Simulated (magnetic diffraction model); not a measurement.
# Nd2B3Te2 below its ordering temperature

Space group C2/m (no. 12), a = 11.9350 Å, b = 3.6650 Å, c = 6.2340 Å, β = 105.77°.

```csv
site,atom,x,y,z
4i,Nd,0.3932,0,0.1772
4i,Te,0.1514,0,0.3854
4i,B,0.2787,0,0.7351
2c,B,0,0,1/2
```

The compound is invented for this exercise: a known structure type with other elements, its cell scaled to their sizes and not relaxed.

Only Nd is taken to order (form factors of Nd3+); orders and moment sizes are assumed, and not adapted to the symmetry. Radiation: neutrons of λ = 2.41 Å (absorption by B left out), 8° to 75°; isotropic B of 0.23 Å² (Nd), 0.21 Å² (Te) and 0.41 Å² (B). Simulated constant-wavelength pattern: nuclear and magnetic terms add, the magnetic one as |2.695 fm × Σ f S⊥ exp(2πi Q·r) exp(−B s²)|², summed over all Q at one angle with the factor 1/(sin²θ cos θ). For collinear order S is the moment m, which repeats by lattice and centring translations R with the sign exp(−2πi k·R). Free-ion form factors, Sears's scattering lengths of 1992, no absorption; a label names one of the reflections at its angle. The strongest nuclear line in the range is 100, and lines under 0.2 are left out.

Above the ordering temperature:

```tsv
2θ (°)	index	I
23.17	(0 0 1)	19.3
24.22	(2 0 0)	6.3
28.71	(2 0 -1)	1.2
38.24	(2 0 1)	0.7
40.38	(1 1 0)	0.7
45.25	(1 1 -1)	19.9
47.09	(2 0 -2)	9.4
47.37	(0 0 2)	12.7
48.80	(4 0 -1)	38.0
48.84	(1 1 1)	57.2
49.62	(4 0 0)	6.7
54.15	(3 1 0)	4.6
54.99	(3 1 -1)	100.0
59.45	(4 0 -2)	3.1
60.16	(2 0 2)	65.3
61.00	(1 1 -2)	23.9
61.61	(4 0 1)	7.7
64.13	(3 1 1)	30.4
66.84	(1 1 2)	20.2
71.14	(2 0 -3)	1.0
74.11	(0 0 3)	4.6
74.50	(5 1 -1)	17.6
```

Below it (cell unchanged):

| 2θ (°) | I |
| --- | --- |
| 11.53 | 71.1 |
| 23.17 | 19.3 |
| 23.84 | 53.2 |
| 24.22 | 6.3 |
| 28.71 | 1.2 |
| 29.67 | 19.1 |
| 35.07 | 27.1 |
| 36.95 | 0.4 |
| 38.24 | 0.7 |
| 40.38 | 0.7 |
| 41.14 | 4.4 |
| 45.25 | 19.9 |
| 47.09 | 9.4 |
| 47.37 | 12.7 |
| 48.57 | 1.5 |
| 48.80 | 38.0 |
| 48.84 | 57.2 |
| 49.62 | 6.7 |
| 52.08 | 5.6 |
| 52.87 | 10.6 |
| 53.14 | 3.2 |
| 54.15 | 4.6 |
| 54.42 | 8.2 |
| 54.99 | 100.0 |
| 56.91 | 7.7 |
| 57.92 | 10.7 |
| 58.52 | 6.8 |
| 59.45 | 3.1 |
| 59.52 | 2.8 |
| 60.16 | 65.3 |
| 60.28 | 1.1 |
| 61.00 | 23.9 |
| 61.61 | 7.7 |
| 64.13 | 30.4 |
| 66.84 | 20.2 |
| 68.12 | 3.9 |
(The table stops after 36 lines; 8 more lie at higher angle.)

**Question.** Find the propagation vector, then choose among these models:
A. collinear moments along [010], 2.8 μB on Nd; signs + at (0.3932, 0, 0.1772), + at (0.1068, 1/2, 0.8228)
B. collinear moments along [010], 2.8 μB on Nd; signs + at (0.3932, 0, 0.1772), − at (0.1068, 1/2, 0.8228)
C. collinear moments along [101], 2.8 μB on Nd; signs + at (0.3932, 0, 0.1772), − at (0.1068, 1/2, 0.8228)
D. collinear moments along [101], 2.8 μB on Nd; signs + at (0.3932, 0, 0.1772), + at (0.1068, 1/2, 0.8228)

The new lines index as (0 0 1/2) at 11.53°, (2 0 -1/2) at 23.84°, (2 0 1/2) at 29.67° and (0 0 3/2) at 35.07°, that is as H ± k with k = (0 0 1/2). Half indices mean that the moments reverse under translations with k·R a half-integer, and the magnetic cell has twice the primitive volume.

Magnetic intensity, observed (below minus above) and for each model:

| 2θ (°) | index | observed | A | B | C | D |
| --- | --- | --- | --- | --- | --- | --- |
| 11.53 | (0 0 1/2) | 71.1 | 71.1 | 183.6 | 136.7 | 52.9 |
| 23.84 | (2 0 -1/2) | 53.2 | 53.2 | 6.2 | 2.8 | 24.3 |
| 29.67 | (2 0 1/2) | 19.1 | 19.1 | 19.1 | 0.3 | 0.3 |
| 35.07 | (0 0 3/2) | 27.1 | 27.1 | 0.3 | 0.2 | 20.2 |
| 36.95 | (2 0 -3/2) | 0.4 | 0.4 | 24.2 | 23.6 | 0.4 |
| 41.14 | (1 1 -1/2) | 4.4 | 4.4 | 0.6 | 4.4 | 34.5 |
| 43.10 | (1 1 1/2) | <0.2 | <0.2 | 7.1 | 29.6 | 0.4 |
| 47.67 | (4 0 -1/2) | <0.2 | <0.2 | 14.7 | 3.3 | <0.2 |

Model A matches.

The structure used: k = (0 0 1/2), collinear moments along [010], 2.8 μB on Nd; signs + at (0.3932, 0, 0.1772), + at (0.1068, 1/2, 0.8228).

[Logs are printed without paths, hosts, clocks, repeated set-up lines and the standing remarks that a program may print on its own settings, such as how far it seeks lower states.]
